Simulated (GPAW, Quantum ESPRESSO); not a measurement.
## BAs (F-43m): the B K absorption edge

Do two independent programs agree on the B K edge of BAs (F-43m)? The same cell and functional are run with XSpectra and with GPAW.

Method: core-hole supercells, plane-wave PAW PBE (first program; GPAW 26.7.0 follows as the second), in Quantum ESPRESSO 7.5.

Report form: the programs' logs are mostly left out.

## 1. The structure

It takes space group F-43m (No. 216, cubic). The conventional cell has a = 4.777 Å, b = 4.777 Å, c = 4.777 Å, α = 90.00°, β = 90.00°, γ = 90.00°. As has 4 B at 2.07 Å nearest. Nearest to B lie 4 As at 2.07 Å. Farther neighbours are not listed.

Coordinates:

```cif
data_structure
_symmetry_space_group_name_H-M 'F-43m'
_symmetry_Int_Tables_number 216
_cell_length_a 4.7770
_cell_length_b 4.7770
_cell_length_c 4.7770
_cell_angle_alpha 90.000
_cell_angle_beta 90.000
_cell_angle_gamma 90.000
_cell_volume 109.01
loop_
_atom_site_label
_atom_site_type_symbol
_atom_site_symmetry_multiplicity
_atom_site_Wyckoff_symbol
_atom_site_fract_x
_atom_site_fract_y
_atom_site_fract_z
_atom_site_occupancy
As1 As 4 c 0.25000 0.25000 0.25000 1
B1 B 4 a 0.00000 0.00000 0.00000 1
```

## 2. Ground state of the crystal (Quantum ESPRESSO)

A plain self-consistent run shows whether there is a gap, which decides the set-up of the core-hole run.

The PAW data sets are made with ld1.x, with reconstruction data.

scf.in reads:

```
&control
   calculation='scf', prefix='x', pseudo_dir='../pp', outdir='tmp', tprnfor=.true.
/
&system
   ibrav=0, nat=2, ntyp=2, nbnd=8
   ecutwfc=56, ecutrho=360
   occupations='smearing', smearing='mv', degauss=0.015
/
&electrons
   conv_thr=2.0e-08, electron_maxstep=120
   mixing_beta=0.5
/
ATOMIC_SPECIES
As 1.0 As.pbe-n-kjpaw.UPF
B3 1.0 B.pbe-n-kjpaw.UPF
CELL_PARAMETERS angstrom
  0.00000000 2.38850000 2.38850000
  2.38850000 0.00000000 2.38850000
  2.38850000 2.38850000 0.00000000
ATOMIC_POSITIONS crystal
As   0.75000000 0.75000000 0.75000000
B3   0.00000000 0.00000000 0.00000000
K_POINTS automatic
10 10 10 0 0 0
```

On the command line:

```sh
> OMP_NUM_THREADS=1 mpirun --oversubscribe --bind-to none -np 4 pw.x -nk 4 -in scf.in > scf.out
```

Run time: 2.8 s. Hardware: 4 MPI ranks of AMD EPYC 9R14 (Zen 4), shared host; peak memory 0.07 GiB.

Absorbing atoms carry a label of their own (element plus a letter or digit), as the spectrum program needs them as separate species.

The mesh shows a gap of 1.17 eV, so the hole is first treated in a charged cell, without the excited electron.

## 3. Spectrum without a core hole, B atom 2 (Quantum ESPRESSO)

This cheap baseline ignores the attraction of the hole: it shows the absorber's empty states as they are in the ground state.

The absorber has 4 As at 2.07 Å (tetrahedral, site symmetry -43m).

xspectra.in reads:

```
&input_xspectra
   calculation='xanes_dipole', edge='K'
   prefix='x', outdir='tmp', xiabs=2, xe0=9.2276
   xonly_plot=.false., x_save_file='xanes.sav'
   xniter=3000, xcheck_conv=20, xerror=0.005
   xcoordcrys=.false., xepsilon(1)=1, xepsilon(2)=0, xepsilon(3)=0
/
&plot
   xnepoint=413, xemin=-10, xemax=45, terminator=.true., cut_occ_states=.true.
   xgamma=0.4
/
&pseudos
   filecore='../B.wfc'
/
&cut_occ
   cut_desmooth=0.1, cut_stepl=0.05, cut_stepu=0.05, cut_ierror=1e-5
/
8 8 8 0 0 0
```

On the command line:

```sh
> OMP_NUM_THREADS=1 mpirun --oversubscribe --bind-to none -np 4 xspectra.x -nk 4 -in xspectra.in > xspectra.out
```

Elapsed: 11 s, on 4 MPI ranks; peak memory 0.08 GiB; 41 s of CPU time.

The B K spectrum, B atom 2, no core hole (energy from the lowest empty level; intensity scaled to a mean of 1 over the first 20 eV; the points at xe0, where the cut of filled states can leave a spike, are interpolated):

```
E (eV)  intensity
  -2.0       0.04
  -1.4       0.06
  -0.8       0.08
  -0.2       0.12
   0.4       0.24
   1.0       0.39
   1.6       0.75
   2.2       1.08
   2.8       1.22
   3.4       0.96
   4.0       1.22
   4.6       1.43
   5.2       1.27
   5.8       1.44
   6.4       1.55
   7.0       1.28
   7.6       1.11
   8.2       1.40
   8.8       1.39
   9.4       1.37
  10.0       1.32
  10.6       1.65
  11.2       1.69
  11.8       0.94
  12.4       0.69
  13.0       0.77
  13.6       0.91
  14.2       0.89
  14.8       1.04
  15.4       1.33
  16.0       0.86
  16.6       0.54
  17.2       0.42
  17.8       0.41
  18.4       0.54
  19.0       0.59
  19.6       0.53
  20.2       0.53
  20.8       0.67
  21.4       0.79
  22.0       0.77
  22.6       0.91
  23.2       1.03
  23.8       0.94
  24.4       0.88
  25.0       0.92
  25.6       0.66
  26.2       0.80
  26.8       0.92
  27.4       0.95
  28.0       0.79
  28.6       0.76
  29.2       0.70
  29.8       0.74
  30.4       1.09
  31.0       0.79
  31.6       0.76
```

Main maxima below 24 eV (height): 2.8 eV (1.24), 4.8 eV (1.46), 6.2 eV (1.56), 8.1 eV (1.44), 9.2 eV (1.52), 11.0 eV (1.81) and 15.4 eV (1.33). A K edge sees empty p states on the absorber.

## 4. Another broadening

The final state's lifetime shortens with energy, so measured features broaden above the edge; the saved Lanczos coefficients are redrawn with a width that grows.

xspectra_plot.in reads:

```
&input_xspectra
   calculation='xanes_dipole', edge='K'
   prefix='x', outdir='tmp', xiabs=2, xe0=9.2276
   xonly_plot=.true., x_save_file='xanes.sav'
   xniter=3000, xcheck_conv=20, xerror=0.005
   xcoordcrys=.false., xepsilon(1)=1, xepsilon(2)=0, xepsilon(3)=0
/
&plot
   xnepoint=413, xemin=-10, xemax=45, terminator=.true., cut_occ_states=.true.
   gamma_mode='variable', gamma_energy(1)=4, gamma_energy(2)=25, gamma_value(1)=0.3, gamma_value(2)=2.5
/
&pseudos
   filecore='../B.wfc'
/
&cut_occ
   cut_desmooth=0.1, cut_stepl=0.05, cut_stepu=0.05, cut_ierror=1e-5
/
8 8 8 0 0 0
```

On the command line:

```sh
> OMP_NUM_THREADS=1 xspectra.x -in xspectra_plot.in > xspectra_plot.out
```

Run time: 4.4 s. Hardware: 1 MPI rank; peak memory 0.07 GiB.

With a Lorentzian half width 0.3 eV up to 4 eV, rising linearly to 2.5 eV at 25 eV (counted from xe0, 0.6 eV below the zero used here), the maxima are 2.8 eV (1.39), 4.6 eV (1.43), 6.2 eV (1.47), 9.0 eV (1.33), 10.5 eV (1.37) and 23.7 eV (0.80).

## 5. Reference energy of the supercell (Quantum ESPRESSO)

The photon energy needs a difference of total energies, so the cell and mesh of the coming hole run are first run without a hole.

scf.in reads:

```
&control
   calculation='scf', prefix='x', pseudo_dir='../pp', outdir='tmp', tprnfor=.true.
/
&system
   ibrav=0, nat=16, ntyp=2, nbnd=36
   ecutwfc=56, ecutrho=360
   occupations='fixed'
/
&electrons
   conv_thr=1.6e-07, electron_maxstep=120
   mixing_beta=0.5
/
ATOMIC_SPECIES
As 1.0 As.pbe-n-kjpaw.UPF
B 1.0 B.pbe-n-kjpaw.UPF
CELL_PARAMETERS angstrom
  0.00000000 4.77700000 4.77700000
  4.77700000 0.00000000 4.77700000
  4.77700000 4.77700000 0.00000000
ATOMIC_POSITIONS crystal
As   0.37500000 0.37500000 0.37500000
As   0.37500000 0.37500000 0.87500000
As   0.37500000 0.87500000 0.37500000
As   0.87500000 0.37500000 0.37500000
As   0.37500000 0.87500000 0.87500000
As   0.87500000 0.37500000 0.87500000
As   0.87500000 0.87500000 0.37500000
As   0.87500000 0.87500000 0.87500000
B    0.00000000 0.00000000 0.00000000
B    0.00000000 0.00000000 0.50000000
B    0.00000000 0.50000000 0.00000000
B    0.50000000 0.00000000 0.00000000
B    0.00000000 0.50000000 0.50000000
B    0.50000000 0.00000000 0.50000000
B    0.50000000 0.50000000 0.00000000
B    0.50000000 0.50000000 0.50000000
K_POINTS automatic
3 3 3 0 0 0
```

On the command line:

```sh
> OMP_NUM_THREADS=1 mpirun --oversubscribe --bind-to none -np 4 pw.x -nk 4 -in scf.in > scf.out
```

Run time: 13 s. Hardware: 4 MPI ranks; peak memory 0.23 GiB; 50 s of CPU time.

Reference energy: -497604.621 eV with the cores included.

## 6. The atom with a core hole (Quantum ESPRESSO)

The frozen core must hold the hole, so the absorber gets a data set of its own.

B.pbe-n-kjpaw-1sch.ld1.in reads:

```
&input
   title='B', zed=5., rel=1, iswitch=3, dft='PBE',
   config='1s1 2s2 2p1'
/
&inputp
   file_pseudopw='B.pbe-n-kjpaw-1sch.UPF', author='',
   lpaw=.true.,
   pseudotype=3,
   lloc=-1,
   rcloc=1.2,
   which_augfun='PSQ',
   rmatch_augfun_nc=.true.,
   nlcc=.true.,
   new_core_ps=.true.,
   rcore=0.9,
   tm=.true.,
   zval=4,
   lgipaw_reconstruction=.true., use_paw_as_gipaw=.true.
/
4
2S  1  0  2.00  0.00  1.00  1.20  0.0
2S  1  0  0.00  3.00  1.00  1.20  0.0
2P  2  1  1.00  0.00  1.00  1.40  0.0
2P  2  1  0.00  1.50  1.00  1.40  0.0
```

On the command line:

```sh
> ld1.x < B.pbe-n-kjpaw-1sch.ld1.in > B.pbe-n-kjpaw-1sch.ld1.out
```

It took 0.86 s on 1 MPI rank; peak memory 0.12 GiB.

## 7. Supercell with FCH, B atom 2 (Quantum ESPRESSO)

The holes are 6.8 Å apart. The excited electron is left out and a uniform background balances the charge.

Changes to scf.in since step 5:

```diff
@@ -4,5 +4,6 @@
 &system
-   ibrav=0, nat=16, ntyp=2, nbnd=36
+   ibrav=0, nat=16, ntyp=3, nbnd=36
    ecutwfc=56, ecutrho=360
    occupations='fixed'
+   tot_charge=1
 /
@@ -14,2 +15,3 @@
 As 1.0 As.pbe-n-kjpaw.UPF
+B0 1.0 B.pbe-n-kjpaw-1sch.UPF
 B 1.0 B.pbe-n-kjpaw.UPF
@@ -28,3 +30,3 @@
 As   0.87500000 0.87500000 0.87500000
-B    0.00000000 0.00000000 0.00000000
+B0   0.00000000 0.00000000 0.00000000
 B    0.00000000 0.00000000 0.50000000
```

On the command line:

```sh
> OMP_NUM_THREADS=1 mpirun --oversubscribe --bind-to none -np 4 pw.x -nk 4 -in scf.in > scf.out
```

It took 14 s on 4 MPI ranks; peak memory 0.23 GiB.

Energy with the hole: -497419.484 eV, cores included.

## 8. Spectrum with FCH, B atom 2 (Quantum ESPRESSO)

The Lanczos recursion gives the spectrum without computing empty bands; each polarisation needs a run of its own on the full k mesh. xe0 is set between filled and empty states, and states below it are cut. The file of filecore holds the core orbital, taken from the hole-free data set.

Changes to xspectra.in since step 3:

```diff
@@ -2,3 +2,3 @@
    calculation='xanes_dipole', edge='K'
-   prefix='x', outdir='tmp', xiabs=2, xe0=9.2276
+   prefix='x', outdir='tmp', xiabs=2, xe0=8.8321
    xonly_plot=.false., x_save_file='xanes.sav'
@@ -17,2 +17,2 @@
 /
-8 8 8 0 0 0
+4 4 4 0 0 0
```

On the command line:

```sh
> OMP_NUM_THREADS=1 mpirun --oversubscribe --bind-to none -np 4 xspectra.x -nk 4 -in xspectra.in > xspectra.out
```

Wall time 53 s (4 MPI ranks); peak memory 0.17 GiB.

The B K spectrum, B atom 2, full core hole (charged cell) (energy from the lowest empty level; intensity scaled to a mean of 1 over the first 20 eV; the points at xe0, where the cut of filled states can leave a spike, are interpolated):

```
E (eV)  intensity
  -2.0       0.08
  -1.0       0.14
   0.0       0.43
   1.0       1.62
   2.0       1.42
   3.0       1.77
   4.0       2.38
   5.0       1.62
   6.0       1.06
   7.0       1.09
   8.0       1.65
   9.0       0.78
  10.0       1.01
  11.0       1.05
  12.0       0.56
  13.0       0.47
  14.0       0.73
  15.0       0.85
  16.0       0.54
  17.0       0.33
  18.0       0.35
  19.0       0.51
  20.0       0.46
  21.0       0.68
  22.0       0.86
  23.0       0.89
  24.0       0.68
  25.0       0.58
  26.0       0.57
  27.0       0.88
  28.0       0.75
  29.0       0.52
  30.0       0.56
  31.0       0.70
  32.0       0.55
```

Main maxima below 24 eV (height): 1.0 eV (1.63), 2.8 eV (1.78), 4.2 eV (2.48), 8.0 eV (1.66), 10.4 eV (1.08) and 11.2 eV (1.10). 

The hole costs E(hole) − E(ground) = 185.14 eV, and the lowest empty level of the hole cell lies at 9.09 eV, which puts the zero at 194.23 eV. One term is added: -5.59 eV, since the hole is spin-paired here and a spin-polarised one costs that much less in the free atom (computed apart). The photon energy is then 188.64 eV. The functional and the charged cell's background leave an error of a few eV in such absolute values.

## 9. Another broadening

Changes to xspectra_plot.in since step 4:

```diff
@@ -2,3 +2,3 @@
    calculation='xanes_dipole', edge='K'
-   prefix='x', outdir='tmp', xiabs=2, xe0=9.2276
+   prefix='x', outdir='tmp', xiabs=2, xe0=8.8321
    xonly_plot=.true., x_save_file='xanes.sav'
@@ -17,2 +17,2 @@
 /
-8 8 8 0 0 0
+4 4 4 0 0 0
```

On the command line:

```sh
> OMP_NUM_THREADS=1 xspectra.x -in xspectra_plot.in > xspectra_plot.out
```

Elapsed: 1.3 s, on 1 MPI rank; peak memory 0.04 GiB.

With a Lorentzian half width 0.3 eV up to 4 eV, rising linearly to 2.5 eV at 25 eV (counted from xe0, 0.3 eV below the zero used here), the maxima are 1.0 eV (1.86), 2.8 eV (1.83), 4.2 eV (2.57), 7.9 eV (1.30), 14.4 eV (0.69) and 22.7 eV (0.65).

## 10. Supercell with XCH, B atom 2 (Quantum ESPRESSO)

The holes are 6.8 Å apart. The excited electron is kept in the cell, where it fills the lowest empty states and screens the hole.

Changed against the first core-hole run: core hole to XCH.

Changes to scf.in since step 7:

```diff
@@ -4,6 +4,5 @@
 &system
-   ibrav=0, nat=16, ntyp=3, nbnd=36
+   ibrav=0, nat=16, ntyp=3, nbnd=40
    ecutwfc=56, ecutrho=360
-   occupations='fixed'
-   tot_charge=1
+   occupations='smearing', smearing='gaussian', degauss=0.003
 /
```

On the command line:

```sh
> OMP_NUM_THREADS=1 mpirun --oversubscribe --bind-to none -np 4 pw.x -nk 4 -in scf.in > scf.out
```

It took 14 s on 4 MPI ranks; peak memory 0.23 GiB; 54 s of CPU time.

Energy with the hole: -497409.856 eV, cores included.

## 11. Excitation energy, B atom 2 (Quantum ESPRESSO)

With the excited electron kept in the cell the system stays neutral, and the energy difference is an excitation energy by itself. In a small cell that electron takes up a good share of the lowest empty band, or all of one, which shifts the value from the true onset.

The total-energy difference is 194.76 eV. With the free-atom term of -5.59 eV for this edge, the photon energy is 189.17 eV.

## 12. The field without a hole (GPAW)

The second program starts from its own ground state, on the same cell and functional.

scf.py reads:

```python
import numpy as np
from ase import Atoms
from ase.parallel import parprint, paropen
from gpaw import GPAW, PW, FermiDirac, Mixer, MixerDif, setup_paths
from gpaw.test import gen
setup_paths.insert(0, '.')
gen('B', name='nch1s', xcname='PBE', corehole=(1, 0, 0), write_xml=True)
from gpaw.mpi import world
world.barrier()

atoms = Atoms('AsB',
    cell=[[0, 2.3885, 2.3885],
     [2.3885, 0, 2.3885],
     [2.3885, 2.3885, 0]],
    scaled_positions=[[0.75, 0.75, 0.75],
     [0, 0, 0]],
    pbc=True)
atoms.calc = calc = GPAW(legacy_gpaw=True, mode=PW(500, force_complex_dtype=True), xc='PBE', setups={1: 'nch1s'},
    kpts={'size': (9, 9, 9), 'gamma': True}, occupations=FermiDirac(0.05),
    charge=0, mixer=Mixer(0.1, 5, 50), maxiter=150,
    convergence={'density': 0.0001, 'eigenstates': 1e-6}, txt='scf.txt')
energy = atoms.get_potential_energy() + calc.get_reference_energy()
ef = calc.get_fermi_level()
out = dict(energy=energy, fermi=ef, forces=atoms.get_forces().tolist())
parprint(f'all-electron energy {energy:.4f} eV, Fermi level {ef:.4f} eV')
ev = np.array([[calc.get_eigenvalues(k, s) for k in range(len(calc.get_ibz_k_points()))] for s in range(calc.get_number_of_spins())])
out['homo'], out['lumo'], out['counts'] = ev[ev < ef].max(), ev[ev > ef].min(), sorted(set((ev < ef).sum((0, 2)).tolist()))
out['filled'] = (ev[:, 0] < ef).sum(1).tolist()
import json
with paropen('out.json', 'w') as f:
    json.dump(out, f)
```

On the command line:

```sh
> OMP_NUM_THREADS=1 mpirun -n 4 gpaw python scf.py
```

Elapsed: 3.8 s, on 4 MPI ranks; peak memory 0.16 GiB.

The mesh shows a gap of 1.23 eV, so the hole is first treated in a charged cell, without the excited electron.

## 13. Spectrum without a core hole, B atom 2 (GPAW)

Without a hole the spectrum is the empty density of states of the right symmetry on the absorber, weighted by matrix elements. It needs only the small cell and serves as the baseline. The data set with a hole of occupation 0 only carries the core orbital.

xas.py reads:

```python
import numpy as np
from ase import Atoms
from ase.parallel import parprint, paropen
from gpaw import GPAW, PW, FermiDirac, Mixer, MixerDif, setup_paths
from gpaw.test import gen
setup_paths.insert(0, '.')
gen('B', name='nch1s', xcname='PBE', corehole=(1, 0, 0), write_xml=True)
from gpaw.mpi import world
world.barrier()

atoms = Atoms('AsB',
    cell=[[0, 2.3885, 2.3885],
     [2.3885, 0, 2.3885],
     [2.3885, 2.3885, 0]],
    scaled_positions=[[0.75, 0.75, 0.75],
     [0, 0, 0]],
    pbc=True)
atoms.calc = calc = GPAW(legacy_gpaw=True, mode=PW(500, force_complex_dtype=True), xc='PBE', setups={1: 'nch1s'},
    kpts={'size': (9, 9, 9), 'gamma': True}, occupations=FermiDirac(0.02),
    charge=0, mixer=Mixer(0.1, 5, 50), maxiter=150,
    convergence={'density': 0.0001, 'eigenstates': 1e-6}, txt='scf.txt')
energy = atoms.get_potential_energy() + calc.get_reference_energy()
ef = calc.get_fermi_level()
out = dict(energy=energy, fermi=ef, forces=atoms.get_forces().tolist())
parprint(f'all-electron energy {energy:.4f} eV, Fermi level {ef:.4f} eV')
ev = np.array([[calc.get_eigenvalues(k, s) for k in range(len(calc.get_ibz_k_points()))] for s in range(calc.get_number_of_spins())])
out['homo'], out['lumo'], out['counts'] = ev[ev < ef].max(), ev[ev > ef].min(), sorted(set((ev < ef).sum((0, 2)).tolist()))
out['filled'] = (ev[:, 0] < ef).sum(1).tolist()

from ase.units import Ha
from gpaw.xas import dipole_matrix_elements
nb = int(calc.get_number_of_electrons() / 2) + 20
top = nb
nscf = calc.fixed_density(kpts={'size': (8, 8, 8), 'gamma': True},
    convergence={'eigenstates': 1.0}, txt='nscf.txt')
nscf.diagonalize_full_hamiltonian(nbands=nb)
cell = atoms.cell.array
ops = [cell.T @ U.T @ np.linalg.inv(cell.T) for U in nscf.wfs.kd.symmetry.op_scc]
filled = [4]  # bands filled in the ground state, by spin
E = np.arange(-25, 34, 0.1)
fwhm = np.interp(E, [4, 25], [0.9, 3.5])
Y, X, zero, highest = 0, 0, 1e9, 1e9
for spin in range(nscf.get_number_of_spins()):
    wfs = nscf.wfs
    mine = wfs.bd.get_slice()  # this rank's bands
    A = dipole_matrix_elements(wfs.setups[1])
    eps = np.zeros((wfs.kd.nibzkpts, nb))
    d = np.zeros((3, A.shape[1], wfs.kd.nibzkpts, nb), complex)
    for kpt in wfs.kpt_u:
        if kpt.s == spin and 1 in kpt.P_ani:
            eps[kpt.k, mine] = kpt.eps_n * Ha
            d[:, :, kpt.k, mine] = (kpt.weight * wfs.nspins / 2) ** 0.5 * np.inner(A, kpt.P_ani[1])
    world.sum(eps)
    world.sum(d)
    T = np.einsum('amkn,bmkn->abkn', d, d.conj()).real
    T = sum(np.einsum('ai,ijkn,bj->abkn', R, T, R) for R in ops) / len(ops)
    empty = np.ones_like(eps, bool) & (np.arange(nb) >= filled[spin])
    zero, highest = min(zero, eps[empty].min()), min(highest, eps[:, top - 1].min())
    lines = [(eps, T, empty)] if spin == 0 else lines + [(eps, T, empty)]
for eps, T, empty in lines:
    f = np.einsum('aakn->akn', T).reshape(3, -1)
    x = eps.ravel() - zero
    w = np.interp(x, E, fwhm) / 2.35482
    g = np.exp(-0.5 * ((E[:, None] - x) / w) ** 2) / (w * (2 * np.pi) ** 0.5)
    Y = Y + (f * empty.ravel()) @ g.T
    X = X + (f * ~empty.ravel()) @ g.T
out.update(E=E.round(2).tolist(), xas=Y.tolist(), xes=X.tolist(), zero=zero, valid=highest - zero, nk=len(eps), nb=nb)
for i in range(0, len(E), 10):
    parprint(f'{E[i]:7.2f}', *(f'{v:10.3e}' for v in Y[:, i]))
import json
with paropen('out.json', 'w') as f:
    json.dump(out, f)
```

On the command line:

```sh
> OMP_NUM_THREADS=1 mpirun -n 4 gpaw python xas.py
```

Run time: 6.8 s. Hardware: 4 MPI ranks; peak memory 0.22 GiB.

The B K spectrum, B atom 2, no core hole (energy from the lowest empty level; intensity scaled to a mean of 1 over the first 20 eV):

```
E (eV)  intensity
  -2.0       0.00
  -1.0       0.00
   0.0       0.07
   1.0       0.32
   2.0       1.19
   3.0       1.09
   4.0       1.39
   5.0       1.46
   6.0       1.62
   7.0       1.23
   8.0       1.29
   9.0       1.40
  10.0       1.50
  11.0       1.49
  12.0       0.84
  13.0       0.71
  14.0       0.90
  15.0       0.98
  16.0       0.76
  17.0       0.47
  18.0       0.43
  19.0       0.49
  20.0       0.57
  21.0       0.66
  22.0       0.76
  23.0       0.81
  24.0       0.80
  25.0       0.75
  26.0       0.74
  27.0       0.74
  28.0       0.74
  29.0       0.73
  30.0       0.72
  31.0       0.68
```

Main maxima below 24 eV (height): 2.5 eV (1.43), 4.6 eV (1.56), 6.1 eV (1.64), 10.6 eV (1.60), 14.8 eV (0.98) and 23.2 eV (0.81). 

The same matrix elements for filled bands give the B K emission of B atom 2 (ground-state approximation; energy from the lowest empty level, largest value 1):

```
E (eV)  emission
-24.00      0.00
-23.25      0.00
-22.50      0.00
-21.75      0.00
-21.00      0.00
-20.25      0.00
-19.50      0.00
-18.75      0.00
-18.00      0.00
-17.25      0.00
-16.50      0.00
-15.75      0.01
-15.00      0.03
-14.25      0.06
-13.50      0.11
-12.75      0.14
-12.00      0.04
-11.25      0.00
-10.50      0.01
 -9.75      0.08
 -9.00      0.16
 -8.25      0.13
 -7.50      0.17
 -6.75      0.42
 -6.00      0.62
 -5.25      0.84
 -4.50      0.99
 -3.75      0.94
 -3.00      0.83
 -2.25      0.40
 -1.50      0.17
 -0.75      0.02
  0.00      0.00
  0.75      0.00
  1.50      0.00
  2.25      0.00
  3.00      0.00
```

Emission maxima: -12.8 eV (0.14) and -4.2 eV (1.00).

(Continued in part 2 of 2.)

[Logs are printed without paths, hosts, clocks, repeated set-up lines and the standing remarks that a program may print on its own settings, such as how far it seeks lower states.]

[Hosts, paths, dates, database ids (printed as entryN), source tags and the programs' standing remarks are cut or masked in the printed files.]

[Lists of maxima count a maximum above −3 eV only where it reaches 4 % of the highest in the window and stands out from its surroundings by 2 % of it (1.5 % where it reaches 55 %); shoulders and weaker maxima are passed over, and of the rest the first, up to two pre-edge ones and the few strongest are named.]
